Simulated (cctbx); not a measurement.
# What is wrong with this refinement?

Cell a = 9.7780 Å, b = 6.2510 Å, c = 10.7660 Å, α = 90.00°, β = 90.00°, γ = 90.00°; space group Amm2 (no. 38).

The data are simulated with cctbx, not measured: Mo Kα, λ = 0.71073 Å, to d = 0.75 Å, 70 % of the full sphere, strongest reflection 20000 counts, noise from counting, a 6 % proportional error and a noise floor of 2 counts (s.d.); no absorption, and some extinction, which the refinements don't model.

An anisotropic refinement with weights 1/σ² prints:

```text
Rint 0.046, 923 unique reflections to 0.75 A
cycle     R1     wR2    GooF  max shift (A)
   1  0.1264  0.3578   4.881   0.02497
  12  0.1095  0.2695   3.676   0.00090
final R1 0.1095 wR2 0.2695 GooF 3.676  parameters 45  data/parameter 20.5
atom        x        y        z      Ueq    occ   su(xyz)  su(Uiso or U11)
Cd1    0.74095  0.50000  0.32997   0.0001  1.000  0.00033  0.0013  NPD
Cd2    0.75774  0.50000  0.83531   0.0053  1.000  0.00036  0.0014
Cd3    0.71989  0.74648  0.08729   0.0022  1.000  0.00043  0.0010  NPD
Cd4    0.00000  0.75343  0.92081   0.0123  1.000  0.00094  0.0018
Cd5    0.50000  0.75271  0.90553   0.0044  1.000  0.00084  0.0017  NPD
Cd6    0.00000  0.50000  0.16410   0.0086  1.000  0.00069  0.0022
Cd7    0.00000  0.50000  0.65572   0.0030  1.000  0.00050  0.0021  NPD
Zn1    0.50000  0.50000  0.66737   0.0045  1.000  0.00107  0.0044  NPD
difference map: max 36.01 min -8.12 rms 2.24
Q1    0.5000  0.0000  0.6629    2   36.17  2.77 A from Cd3
Q2    0.5000  0.0000  0.1640    2   23.32  0.04 A from Zn1
Q3    0.2549  0.2466  0.0836    8   21.12  0.25 A from Cd3
Q4    0.0000  0.0000  0.1603    2   20.71  0.05 A from Cd7
Q5    0.2556  0.0000  0.8315    4   20.70  0.04 A from Cd1
Q6    0.2467  0.0000  0.3369    4   18.95  0.05 A from Cd2
```

**Question.** Can this result stand? If not, what is the likely fault?

Mend it. The fault: an atom left out, Fe at (1/2, 1/2, 0.1672). Against the right model at the same level, R1 goes from 0.0295 to 0.1095 and GooF from 0.97 to 3.68, U of Cd1 shrinks from 0.0113 to the program's floor, U of Cd3 shrinks from 0.0091 to 0.0022 Å², U of Cd7 shrinks from 0.0123 to 0.0030 Å², U of Cd5 shrinks from 0.0110 to 0.0044 Å², the top difference peak, 36.2 e/Å³, lies 2.77 Å from Cd3 and Cd1, Cd3, Cd5, Cd7 and Zn1 go non-positive-definite. Q1 is the missing atom. With scattering power missing, scale and phases suffer, so peaks may also grow on the heavy atoms.

The compound is ZnCd14Fe. The right model at the same level gives:

```text
Rint 0.046, 923 unique reflections to 0.75 A
cycle     R1     wR2    GooF  max shift (A)
   1  0.0433  0.1178   1.611   0.00828
   2  0.0295  0.0708   0.968   0.00010
final R1 0.0295 wR2 0.0708 GooF 0.968  parameters 49  data/parameter 18.8
atom        x        y        z      Ueq    occ   su(xyz)  su(Uiso or U11)
Cd1    0.74118  0.50000  0.32927   0.0113  1.000  0.00009  0.0005
Cd2    0.75705  0.50000  0.83606   0.0082  1.000  0.00007  0.0004
Cd3    0.72088  0.74190  0.08721   0.0091  1.000  0.00007  0.0002
Cd4    0.00000  0.75050  0.92031   0.0177  1.000  0.00013  0.0005
Cd5    0.50000  0.75323  0.90559   0.0110  1.000  0.00012  0.0004
Cd6    0.00000  0.50000  0.16613   0.0134  1.000  0.00010  0.0007
Cd7    0.00000  0.50000  0.65387   0.0123  1.000  0.00011  0.0006
Zn1    0.50000  0.50000  0.66794   0.0143  1.000  0.00024  0.0012
Fe1    0.50000  0.50000  0.16684   0.0239  1.000  0.00035  0.0015
Flack x: -0.10(7)
Hooft y: -0.074(77)  Bijvoet pairs: 428
difference map: max 1.19 min -1.82 rms 0.40
Q1    0.1811  0.0000  0.1502    4    1.22  1.77 A from Cd7
Q2    0.0723  0.1770  0.0743    8    1.13  1.57 A from Cd7
Q3    0.0739  0.2089  0.6014    8    1.12  1.65 A from Cd6
Q4    0.3349  0.0000  0.1637    4    1.09  1.62 A from Zn1
Q5    0.3406  0.0762  0.2715    8    1.08  1.27 A from Cd2
Q6    0.0000  0.1585  0.3339    4    1.06  1.09 A from Cd4
```

The model is made up (kin elements in a known structure type, no relaxation), so it says nothing on whether the phase exists.

[Middle refinement cycles are left out of these outputs.]

[Logs are printed without paths, hosts, clocks, repeated set-up lines and the standing remarks that a program may print on its own settings, such as how far it seeks lower states.]
